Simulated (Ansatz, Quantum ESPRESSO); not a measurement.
# SmAl (Pm-3m): electron-phonon coupling, part 4 of 4

Aim: phonons of metallic SmAl (Pm-3m) and how strongly they couple to the electrons.

Quantum ESPRESSO 7.5; DFT PBEsol, scalar-relativistic, plane waves, PseudoDojo norm-conserving, 4f in core pseudopotentials.

So far. Step 9 (Interpolated phonon bands): All branches are real along the path. Step 10 (Sums over the zone): At 300 K the heat capacity has reached 94 % of the Dulong-Petit value.

## Step 11: A second program

A second program on the same cell, potentials, cutoff and meshes tests the implementation of the phonon response, not its convergence. Its couplings are summed in its own way. Its k mesh is centred on Γ.

This step: DFT PBEsol, scalar-relativistic, plane waves, norm-conserving pseudopotentials, 4f in core (Ansatz 0.2.0).

File input.yaml:

```yaml
crystal:
  lattice:
    - [3.620498541, 0.0, 0.0]
    - [0.0, 3.620498541, 0.0]
    - [0.0, 0.0, 3.620498541]
  atoms:
    - { symbol: Sm, position: [0.5, 0.5, 0.5] }
    - { symbol: Al, position: [0.0, 0.0, 0.0] }
kpoints:
  mp_grid: { grid: [8, 8, 8] }
hamiltonian:
  xc: pbesol
  pseudopotentials:
    kind: nc
    azcp: { Sm: "pseudopotentials/pbe/nc/lanthanide_3plus/Sm.nc.azcp" }
    accuracy: standard
scf:
  occupations: { method: gaussian, width: 0.27211 }
output:
  eigenvalues: true
basis:
  ecutwfc: 571.439
phonons:
  method: dfpt
  qmesh: [2, 2, 2]
  temperatures: { t_max: 1000, t_step: 50 }
  qpath:
    path:
      - [[0.0, 0.0, 0.0], [0.0, 0.5, 0.0], [0.5, 0.5, 0.0], [0.0, 0.0, 0.0], [0.5, 0.5, 0.5], [0.0, 0.5, 0.0]]
      - [[0.5, 0.5, 0.5], [0.5, 0.5, 0.0]]
    npoints: 12
  electrical_resistivity: { temperatures: [77, 300], mesh: [16, 16, 16] }
```

Command:

```
> ansatz run input.yaml --threads 4 --pin off --max-ram 8192MiB --backend cpu --events-out ev --progress --plain --runs-dir out
```

Numbers of over 12 decimals in the logs are rounded to 6 here.

Output:

```text
Warning: basis.ecutwfc = 571.439 eV is below the records' recommended 680.284656 eV, and the density's cutoff is lower with it unless basis.ecutrho_ratio is high enough to keep the records' density cutoff: compare with a run at a higher cutoff
Warning: <dir> the record states the generating functional pbe (its physics header spells it `PBE`), which answers neither for hamiltonian.xc's functional nor for the pbesol family's — results may be inconsistent (PPs are generated against a specific XC)
Engine: ansatz 0.2.0, aarch64-unknown-linux-gnu
Pseudopotentials: kind: nc
Pseudopotential: Sm, nc, valence charge 11, recommended cutoff 680.284656 eV (normal), <dir>
Pseudopotential: Al, nc, valence charge 3, recommended cutoff 544.227725 eV (normal), Al.nc.azcp (PseudoDojo's, or run here from an input of PseudoDojo's; its table is named by hamiltonian.pseudopotentials.accuracy)
Functional definition: PBEsol
  exchange = pbesol_x
  correlation = pbesol_c
Crystal: 2 atoms, lattice volume = 47.458 Å³
Basis set: ecut = 571.439 eV, 1419 PW (Γ), exchange–correlation on 60×60×60 points (8 copies of the dense FFT grid, shifted against one another)
Bands: 11, of which v1, the nominal top of the filled ones, is band 7 counted from 1 (6 counted from 0)
Symmetry: 48 space group operations
k-points: 35 of 512
Non-local potential: Sm, projectors of the file, l = 0: 2, l = 1: 2, l = 2: 2, l = 3: 1
Non-local potential: Al, projectors of the file, l = 0: 2, l = 1: 2, l = 2: 2
Initial density: superposition of atomic densities (chi_scale 0.1, normalization cell, long waves kept (reshape's long-wave potential 0.00 eV rms))
Initial wavefunctions: pseudopotential atomic-orbital guess
Functional: x = pbesol(κ = 0.804, μ = 0.123457), c = pbesol(β = 0.046)
SCF iter   1: F=—  HF=-1151.853625 eV  |F-HF|=—  |Δ(HF+E_count)|=         —  Δρ=1.61e-2  dr2=1.43e-1  ethr=3.10e-3  ⟨swp⟩=5.6  Hψ=2409  notcnv=0
preconditioner: auto → none  [metal: Δε(μ)=0.212 eV  Ē_g=5.173 eV  σ=0.272 eV  W_gap=0.41  n_scr=6 (ndim 8)  ℏωp=13.2 eV  f_vac=0.000  D(μ)=0.62/eV (n_scr^D=0)  sad-step TF]
SCF iter   2: F=—  HF=-1151.823475 eV  |F-HF|=—  |Δ(HF+E_count)|=   3.02e-2  Δρ=1.01e-2  dr2=5.98e-2  ethr=1.02e-3  ⟨swp⟩=1.2  Hψ=676  notcnv=0
SCF iter   3: F=—  HF=-1151.799928 eV  |F-HF|=—  |Δ(HF+E_count)|=   2.35e-2  Δρ=5.56e-4  dr2=9.53e-5  ethr=4.27e-4  ⟨swp⟩=2.7  Hψ=627  notcnv=0
SCF iter   4: F=—  HF=-1151.799932 eV  |F-HF|=—  |Δ(HF+E_count)|=   4.25e-6  Δρ=1.27e-4  dr2=9.56e-6  ethr=6.81e-7  ⟨swp⟩=2.5  Hψ=678  notcnv=0
SCF iter   5: F=—  HF=-1151.799929 eV  |F-HF|=—  |Δ(HF+E_count)|=   2.40e-6  Δρ=4.99e-5  dr2=1.46e-6  ethr=6.83e-8  ⟨swp⟩=2.2  Hψ=622  notcnv=0
SCF iter   6: F=—  HF=-1151.799929 eV  |F-HF|=—  |Δ(HF+E_count)|=   8.43e-7  Δρ=1.29e-5  dr2=8.39e-8  ethr=1.04e-8  ⟨swp⟩=2.3  Hψ=547  notcnv=0
SCF iter   7: F=—  HF=-1151.799929 eV  |F-HF|=—  |Δ(HF+E_count)|=   1.29e-8  Δρ=1.63e-6  dr2=1.39e-9  ethr=5.99e-10  ⟨swp⟩=2.1  Hψ=553  notcnv=0
SCF iter   8: F=-1151.799929 eV  HF=-1151.799929 eV  |F-HF|=1.59e-12  |Δ(HF+E_count)|=  1.89e-10  Δρ=1.22e-7  dr2=5.60e-12  ethr=1.00e-12  ⟨swp⟩=6.6  Hψ=2693  notcnv=0
SCF 1 converged in 8 iterations: F = -1151.799929 eV  dr2 = 5.60e-12
Initial density: read from a saved state, or passed on in memory by an earlier SCF of this step, an earlier step, the calling program or the single point that the run made first
iter 1 solved again at ethr=4.53e-8 eV; its pass at ethr=3.10e-3 eV (dr2=6.34e-6 eV) is discarded
SCF iter   1: F=—  HF=-1151.799928 eV  |F-HF|=—  |Δ(HF+E_count)|=         —  Δρ=5.07e-7  dr2=1.30e-10  ethr=4.53e-8  ⟨swp⟩=4.1  Hψ=4054  notcnv=0
eigensolver tolerance schedule: the retry pair's looser diagonalisation over-reported the residual by 48930.94 of it (diagonalisation noise at 2.51 of the residual, at the tolerance the schedule requests for it); recorded, not acted on — ethr = c·dr2/N_el stays at c = 1.0e-1
preconditioner: auto → none  [metal: Δε(μ)=0.198 eV  Ē_g=5.168 eV  σ=0.272 eV  W_gap=0.39  n_scr=6 (ndim 8)  ℏωp=13.2 eV  f_vac=0.000  D(μ)=0.65/eV (n_scr^D=0)]
[...]
SCF iter   4: F=—  HF=-1151.799929 eV  |F-HF|=—  |Δ(HF+E_count)|=  5.00e-12  Δρ=1.71e-7  dr2=1.29e-11  ethr=1.00e-12  ⟨swp⟩=1.0  Hψ=385  notcnv=0
SCF iter   5: F=-1151.799929 eV  HF=-1151.799929 eV  |F-HF|=1.82e-12  |Δ(HF+E_count)|=  3.87e-12  Δρ=8.45e-8  dr2=3.33e-12  ethr=1.00e-12  ⟨swp⟩=3.6  Hψ=1132  notcnv=0
SCF 2 converged in 5 iterations: F = -1151.799929 eV  dr2 = 3.33e-12
phonons: the bands overlap, so this run is a metal and interpolates without the dipole-dipole term. If the crystal is really an insulator or semiconductor, its LO-TO splitting is missing
NSCF: frozen V_eff on 35 k-points
WARN: eigensolver did not converge in 9 slots of this pass, the one above among them; of largest residual over every band (k=13): 1 band(s) unlocked (lowest unlocked band 10, counted from 0; max residual 1.83e-2 eV among the unlocked bands, 1.83e-2 eV over every band); of lowest unlocked band (k=4): band 10
NSCF: frozen V_eff on 75 k-points
DFPT response loops at q = (0, 0, 0) (fractional): preconditioner auto → Kerker (q_TF=auto, 2.226 Å⁻¹) (partly filled bands, converged f_vac=0.000); β = 1.00, the filter's whole step (`scf.mixing.beta` (0.50) is not read by the response loops under this deck's `scf.mixing.preconditioner`; to damp them name `kerker` or `kerker_dos`, under which they read `scf.mixing.beta`, and type it under 1.00, their step now; both keys bind the ground state too); Broyden in place of MSR1
NSCF: frozen V_eff on 250 k-points
DFPT response loops at q = (0, 0, -0.5) (fractional): mixed as the last ones told, above
NSCF: frozen V_eff on 250 k-points
DFPT response loops at q = (0, -0.5, -0.5) (fractional): mixed as the last ones told, above
NSCF: frozen V_eff on 150 k-points
DFPT response loops at q = (-0.5, -0.5, -0.5) (fractional): mixed as the last ones told, above
SCF iter   1: F=—  HF=-1151.853625 eV  |F-HF|=—  |Δ(HF+E_count)|=         —  Δρ=1.61e-2  dr2=1.43e-1  ethr=3.10e-3  ⟨swp⟩=5.6  Hψ=2409  notcnv=0
SCF iter   2: F=—  HF=-1151.823475 eV  |F-HF|=—  |Δ(HF+E_count)|=   3.02e-2  Δρ=1.01e-2  dr2=5.98e-2  ethr=1.02e-3  ⟨swp⟩=1.2  Hψ=676  notcnv=0
SCF iter   3: F=—  HF=-1151.799928 eV  |F-HF|=—  |Δ(HF+E_count)|=   2.35e-2  Δρ=5.56e-4  dr2=9.53e-5  ethr=4.27e-4  ⟨swp⟩=2.7  Hψ=627  notcnv=0
SCF iter   4: F=—  HF=-1151.799932 eV  |F-HF|=—  |Δ(HF+E_count)|=   4.25e-6  Δρ=1.27e-4  dr2=9.56e-6  ethr=6.81e-7  ⟨swp⟩=2.5  Hψ=678  notcnv=0
SCF iter   5: F=—  HF=-1151.799929 eV  |F-HF|=—  |Δ(HF+E_count)|=   2.40e-6  Δρ=4.99e-5  dr2=1.46e-6  ethr=6.83e-8  ⟨swp⟩=2.2  Hψ=622  notcnv=0
SCF iter   6: F=—  HF=-1151.799929 eV  |F-HF|=—  |Δ(HF+E_count)|=   8.43e-7  Δρ=1.29e-5  dr2=8.39e-8  ethr=1.04e-8  ⟨swp⟩=2.3  Hψ=547  notcnv=0
SCF iter   7: F=—  HF=-1151.799929 eV  |F-HF|=—  |Δ(HF+E_count)|=   1.29e-8  Δρ=1.63e-6  dr2=1.39e-9  ethr=5.99e-10  ⟨swp⟩=2.1  Hψ=553  notcnv=0
SCF iter   8: F=-1151.799929 eV  HF=-1151.799929 eV  |F-HF|=1.82e-12  |Δ(HF+E_count)|=  1.89e-10  Δρ=1.22e-7  dr2=5.65e-12  ethr=1.00e-12  ⟨swp⟩=2.7  Hψ=1422  notcnv=0
SCF 3 converged in 8 iterations: F = -1151.799929 eV  dr2 = 5.65e-12
NSCF: frozen V_eff on 165 k-points
NSCF: frozen V_eff on 165 k-points
SCF converged after 8 iterations
Free energy (F): -1151.799929 eV
Harris-Foulkes:  -1151.799929 eV  (|F-HF|=1.59e-12)
Internal energy: -1151.775816 eV  (E = F + TS)
E sigma→0 (E₀):  -1151.787872 eV
Entropy (-TS):   -0.024113 eV (-12.056 meV/atom)
Fermi energy:    10.129719 eV
--- Per-component energies (eV) ---
  E_band       = -77.049515
  E_kinetic    = 282.388768
  E_local      = -494.419261  (includes V_loc(G=0)·N_el)
  E_nonlocal   = 44.473629
  E_hartree    = 153.374504
  E_xc         = -298.837242
  E_vxc        = -216.241686  (∫ρ·V_xc dr)
  E_ewald      = -838.756214
  E_smearing   = -0.024113  (= −TS)
  E_closure    = 0.000000  (closes the sum)
  Σ components = -1151.799929   (vs F -1151.799929, Δ=0.00e0)
--- Band table (eV; the first three rows and the last of 35) ---
  k-point 0: bands = [... 3 lower, -9.8674, 2.6789, 9.1501, 9.1501, 13.6333, 13.6333, 13.6333, 14.2490]
  k-point 1: bands = [... 3 lower, -9.8598, 2.9224, 9.1240, 9.2710, 12.6832, 12.6832, 13.2269, 14.3221]
  k-point 2: bands = [... 3 lower, -9.8401, 3.6001, 8.5618, 9.6017, 11.6883, 11.6883, 13.3652, 14.5099]
  k-point 34: bands = [... 3 lower, -10.2582, 7.2842, 7.2842, 7.2842, 8.4939, 14.7831, 14.7831, 14.7831]
--- Phonons (Γ-DFPT): 2 representative perturbations + reference (Σ response iterations 7) ---
  ASR residual: 1.306e-4 → 0.000e0 eV/Å²; symmetrization residual: 2.196e-8 eV/Å²
  ASR residual per site (eV/Å²): 6.22e-5 1.31e-4
  Γ frequencies (cm⁻¹): 0.00 0.00 0.00 217.12 217.12 217.12
--- Phonons (arbitrary-q DFPT): 4 irreducible q on the 2×2×2 mesh ---
  q = [0.0000, 0.0000, 0.0000] (star 1, of the zone-centre solve; hermiticity 1.11e-8, symmetrization 1.01e-14): -0.00 -0.00 0.00 217.12 217.12 217.12
  q = [0.0000, 0.0000, -0.5000] (star 3, 4 solved perturbations in 400 linear systems a pass and spin channel, the states on 125 of 512 k-point pairs; hermiticity 2.27e-14, symmetrization 3.23e-14, the responses' own estimated error 1.2e-7 eV/Å²): 85.29 85.29 129.54 214.90 214.90 218.76
  q = [0.0000, -0.5000, -0.5000] (star 3, 4 solved perturbations in 400 linear systems a pass and spin channel, the states on 125 of 512 k-point pairs; hermiticity 1.04e-9, symmetrization 2.43e-14, the responses' own estimated error 1.2e-7 eV/Å²): 22.14 22.14 66.08 232.20 254.83 254.83
  q = [-0.5000, -0.5000, -0.5000] (star 1, 2 solved perturbations on 75 of 512 k-point pairs; hermiticity 5.39e-14, symmetrization 2.52e-13, the responses' own estimated error 1.0e-7 eV/Å²): 128.39 128.39 128.39 247.48 247.48 247.48
  sum rule: each row above includes the acoustic sum rule's correction from the zone centre's row sums; it moved no ω² by more than (1.15 cm⁻¹)²
  mesh force constants: q→R imaginary residual 3.13e-17; ASR residual 1.306e-4 → 0.000e0 eV/Å²; symmetrization residual 6.217e-15 eV/Å²
  interpolated dispersion: 74 rows × 6 modes
  density of states and harmonic sums: on the 18×18×18 q-mesh, interpolated from the force constants of a 2×2×2 supercell (no non-analytic term)
  largest difference from the sums on the solved wave vectors: F 4.23e-2 eV, S 7.46e-5 and C_V 3.23e-5 eV/K
  zero-point energy: 0.057452 eV/cell   skipped modes (ω ≤ 0): 3   left out of the sums: 8.57e-5 of the cell's modes: C_V's classical limit lies that fraction below 3 k_B per atom; for a crystal, a wire or a layer, F and S can be off by more, and a phonons.interpolated_qmesh denser along its periods is the remedy for the sampling
--- Electrical resistivity: potentials and phonons of a 2×2×2 supercell ---
  scattering by harmonic phonons alone, with no dipole-dipole term; scattering by other electrons, impurities, surfaces and spin disorder is left out, and so is spin–orbit coupling
  the resistivity is that of a variational response, whose dependence on the energy is improved iteratively
  at the Fermi level of each mesh (of a tensor a third of its trace):
           mesh   spin    states/(eV spin)  plasma energy (eV)         λ      λ_tr    ħω_log (meV)
       16×16×16                     0.2980              3.2262    0.2350    0.3258           8.108
          8×8×8                     0.3232              3.1219    0.2618    0.3627           8.517
          4×4×4                     0.3130              2.9154    0.4721    0.9334           6.839
  resistivity on the deck's mesh, µΩ·cm:
     T (K)       trace/3  mesh converged            xx            yy            zz    lowest order   relaxation time
     77.00      7.0373e0              no      7.0373e0      7.0373e0      7.0373e0        7.9454e0          6.6578e0
    300.00      3.3930e1              no      3.3930e1      3.3930e1      3.3930e1        3.7063e1          3.2398e1
  mean free path at 77 K (of a tensor a third of its trace): 44.6 nm by what each carries, 42.8 by the Fermi surface alone
  Hall coefficient in a weak field at 77 K (a third of the trace): -5.845e-10 m³/C (as a tensor it moves by 46.2 % between the two finest meshes); by each state's relaxation time: (none: it, or that of a finer mesh, parts from a neighbouring mesh's by over half of the finer one's); by a constant relaxation time: -1.355e-9 m³/C
  mean free path at 300 K (of a tensor a third of its trace): 9.22 nm by what each carries, 8.88 by the Fermi surface alone
  Hall coefficient in a weak field at 300 K (a third of the trace): -6.680e-10 m³/C (as a tensor it moves by 36.8 % between the two finest meshes); by each state's relaxation time: -5.113e-10 m³/C; by a constant relaxation time: -1.358e-9 m³/C
  the resistivity times a path that all electrons share, by the Fermi surface of the deck's mesh alone (a third of the trace): 3.013e-15 Ω·m²
  not converged in the mesh (λ; λ_tr; the resistivity at 77 K by 12.74 %; the resistivity at 300 K by 13.60 %): between neighbouring meshes, the two finest first, λ moves by 11.40 % and 80.36 %, λ_tr by 11.35 % and 157.31 % and the resistivity by up to 13.60 % and 187.26 %; an estimate, no bound, puts it up to 4.3e-7 % above the Boltzmann equation's exact value after up to 4 iterations (at most 30 are made, fewer where the estimate is under 1.0e-6 % of each spin channel's own resistivity)
  vibrations of 8 cells: unjudged by the run; compare a larger repeat
  the changes of the potential over all sites missed a rigid shift's by 0.00 % (the site terms' by 0.00 %)
  between the force constants' wavevectors the phonons are obtained by Fourier interpolation alone: along a vector of fewer than three repeats the shortest translation of the supercell is 7.241 Å, and under 7.839 Å the phonon self-energy is left out by default: enlarge phonons.supercell (under dfpt, phonons.qmesh)
```

Elapsed: 75 s, on 4 threads of Arm Neoverse N1, shared host; peak memory 0.85 GiB.

Read from the output:

```yaml
sum_rule_residual_before_enforcement: 1.31e-4 eV/Å²
electron_phonon_coupling_constant: 0.2350
logarithmic_mean_frequency_weighted_by_the_coupling: 94.1 K
lowest_mode_on_the_q_mesh_acoustic_ones_at_the_zone_centre_apart: 22.14 cm⁻¹
zero_point_energy_per_atom: 28.73 meV
vibrational_entropy_at_300_k: 37.59 J/(mol atoms K)
```

The alpha^2 F has structure finer than the step of the table below, so its rows give means over 1 meV, whole bins alone (the curve runs from 0.062 to 31.5 meV). Peaks (meV: height): 10.4: 0.107, 27.0: 0.176, 30.8: 0.310.

The alpha^2 F by phonon energy; means over each step:

| phonon energy (meV) | alpha^2 F |
| --- | --- |
| 1 | 3.7e-4 |
| 2 | 0.00296 |
| 3 | 0.0221 |
| 4 | 0.0693 |
| 5 | 0.0738 |
| 6 | 0.0695 |
| 7 | 0.0472 |
| 8 | 0.0412 |
| 9 | 0.0548 |
| 10 | 0.0851 |
| 11 | 0.0594 |
| 12 | 0.0563 |
| 13 | 0.0419 |
| 14 | 0.0252 |
| 15 | 0.0163 |
| 16 | 0.00255 |
| 17 | 0 |
| 18 | 0 |
| 19 | 0 |
| 20 | 0 |
| 21 | 0 |
| 22 | 0 |
| 23 | 0 |
| 24 | 0 |
| 25 | 0 |
| 26 | 0.0314 |
| 27 | 0.131 |
| 28 | 0.0916 |
| 29 | 0.0835 |
| 30 | 0.135 |
| 31 | 0.168 |

## Step 12: Side by side: QE PseudoDojo and Ansatz, PseudoDojo

Worked out from the results:

| Item | Value |
| --- | --- |
| root-mean-square difference | 0.35 cm⁻¹ |
| largest difference | 0.98 cm⁻¹ |
| root-mean-square difference on the path | 0.2 cm⁻¹ |
| largest difference on the path | 1 cm⁻¹ |

The 12 of 21 modes that differ most. Frequencies side by side:

| q (reciprocal lattice) | mode | QE PseudoDojo (cm⁻¹) | Ansatz, PseudoDojo (cm⁻¹) |
| --- | --- | --- | --- |
| 0 0 0 | 4 | 217.1 | 217.1 |
| 0 0 -0.5 | 1 | 85.03 | 85.29 |
| 0 0 -0.5 | 2 | 85.03 | 85.29 |
| 0 0 -0.5 | 3 | 129.7 | 129.5 |
| 0 -0.5 -0.5 | 1 | 23.12 | 22.14 |
| 0 -0.5 -0.5 | 2 | 23.12 | 22.14 |
| 0 -0.5 -0.5 | 3 | 65.6 | 66.08 |
| 0 -0.5 -0.5 | 5 | 254.9 | 254.8 |
| 0 -0.5 -0.5 | 6 | 254.9 | 254.8 |
| -0.5 -0.5 -0.5 | 1 | 128.7 | 128.4 |
| -0.5 -0.5 -0.5 | 2 | 128.7 | 128.4 |
| -0.5 -0.5 -0.5 | 3 | 128.7 | 128.4 |

The two runs side by side. Further quantities:

| quantity | QE PseudoDojo | Ansatz, PseudoDojo |
| --- | --- | --- |
| λ | 0.62 | 0.235 |
| ω_log (K) | 86.14 | 94.1 |

The interpolated bands of the two lie on top of each other.

At the solved wavevectors the largest difference (acoustic modes at Γ apart) is 0.4 % of the highest mode, but 4 % of the mode at 23 cm⁻¹ on which it sits; λ differs by 164 %.

## Step 13: What came out

```yaml
space_group_after_relaxation: Pm-3m
volume_per_atom: 23.7 Å³
highest_optical_zone_centre_mode_no_lo_to_term: 217.1 cm⁻¹
q_mesh: 2×2×2
lowest_mode_on_the_q_mesh_acoustic_ones_at_the_zone_centre_apart: 23.1 cm⁻¹
zero_point_energy_per_atom: 28.8 meV
heat_capacity_at_300_k: 23.6 J/(mol atoms K)
vibrational_entropy_at_300_k: 37.5 J/(mol atoms K)
imaginary_modes_on_the_q_mesh: none
largest_difference_from_ansatz_pseudodojo: 0.98 cm⁻¹
```

What this shows: The λ that matdyn.x prints is not taken as a result: Ansatz's value on the same meshes differs by more than 30 %. SmAl (Pm-3m) is dynamically stable on the 2×2×2 mesh; its spectrum reaches 255 cm⁻¹. At the PBEsol level the optical modes of SmAl (Pm-3m) at the zone centre lie at 217 cm⁻¹. QE PseudoDojo and Ansatz, PseudoDojo agree to 0.98 cm⁻¹ (0.4 % of the highest mode compared) on all solved modes but the acoustic ones at Γ, without the LO-TO term. These are harmonic frequencies at zero temperature: anharmonic shifts and linewidths and thermal expansion are left out. Spin-orbit coupling is left out, which can matter for the heavy elements here. In a metal the frequencies hang on the k mesh and the smearing, most of all near Kohn anomalies. The 4f electrons are frozen in the core as for a trivalent ion, in files made for PBE, so their moments and any magnetic order are left out. The relaxation ran at 42 Ry, under the 50 Ry recommended for these files; the stress of so short a basis can leave the cell about one per cent too small. Ansatz warns that the cutoff lies 16 % under the one recommended for these files; agreement at one cutoff is not convergence. The q mesh stands for a supercell only 7.2 Å across, so branches between the solved wavevectors are rough. The structure comes from a database and need not be the phase that is stable at ambient conditions.

[Host names and launcher messages were left out of these logs when they were recorded.]

[Logs are printed without paths, hosts, clocks, repeated set-up lines and the standing remarks that a program may print on its own settings, such as how far it seeks lower states.]

[Hosts, paths, dates, database ids (printed as entryN), source tags and the programs' standing remarks are cut or masked in the printed files.]
